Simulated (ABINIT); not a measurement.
# Calculated records

### A GW chain in ABINIT: GaN (F-43m)

The structure is cubic, space group F-43m (No. 216). Conventional cell: a = 4.507 Å, b = 4.507 Å, c = 4.507 Å, α = 90.00°, β = 90.00°, γ = 90.00°. Nearest to Ga lie 4 N at 1.95 Å. N has 4 Ga at 1.95 Å nearest. Farther neighbours, and contacts between anions beyond the nearest, are not listed.

```
Ga N
1.0
     0.00000    2.25350    2.25350
     2.25350    0.00000    2.25350
     2.25350    2.25350    0.00000
Ga N
1 1
Direct
  0.00000 0.00000 0.00000
  0.75000 0.75000 0.75000
```

* method: RPA screening on PBE with spin-orbit coupling, plane waves, norm-conserving pseudopotentials (and 2 further levels or steps)
* program: ABINIT 10.8.3
* settings: cutoff 45 Ha, PseudoDojo fully relativistic 0.4 stringent, norm-conserving, ngkpt (6, 6, 6), nband 150, ecuteps 6.6 Ha, shiftk (0, 0, 0), symchi 1, awtr 1, frequency ppm, 6×6×6 k-mesh
* cost: 5 runs, 15 min in all on 8 MPI ranks of Intel Xeon Platinum 8259CL at 2.50GHz (Skylake/Cascade Lake), shared host
* notes: The program’s warnings: Neglecting <n,k|[Vnl,iqr]|m,k>. The cell and positions are those that the Materials Project relaxed with its own functionals (PBE, PBE+U or r2SCAN), kept fixed. This is not the form that GaN usually takes at ambient conditions. Limits: screening head approximate.
* PBE gap: 1.74 eV, direct
* G0W0 gap on the mesh: 2.47 eV
* GW settings: 6×6×6 mesh, 150 bands, screening to 179.6 eV, Godby-Needs plasmon pole
* known limits: short of the basis limit; screening head approximate

G0W0 moves the gap on the mesh from 1.74 eV to 2.47 eV (+0.73 eV), with Z of 0.80 and 0.82 at the edges. Local fields lower the RPA ε∞ on this mesh from 9.92 to 9.29.

[Long decimals in the printed logs are rounded to 6 places.]

[Logs are printed without paths, hosts, clocks, repeated set-up lines and the standing remarks that a program may print on its own settings, such as how far it seeks lower states.]

[Paths, hosts, dates, memory and timing lines, banners, echoed tables and standing remarks are left out of the program output; an Ansatz launch command may be rebuilt from the run's recorded settings. Measured values are a selection of at most five: reports struck by readers or far from the other reports are left out. None is set beside runs whose start may be inverted or whose files or cutoffs have a known fault.]

[Runs of the session that timed out or met a known fault of the program may be left out.]

[Hosts, paths, dates, database ids (printed as entryN), source tags and the programs' standing remarks are cut or masked in the printed files.]

[G0W0 gaps are taken among the corrected bands and points alone; a level outside them can change the order at an edge.]

[Where Ansatz stands beside ABINIT at settings called matched, ABINIT's density can come from a denser mesh and the files from another edition; pairs whose starting gaps differed by over 0.03 eV were left out, so agreement reads better than it is.]
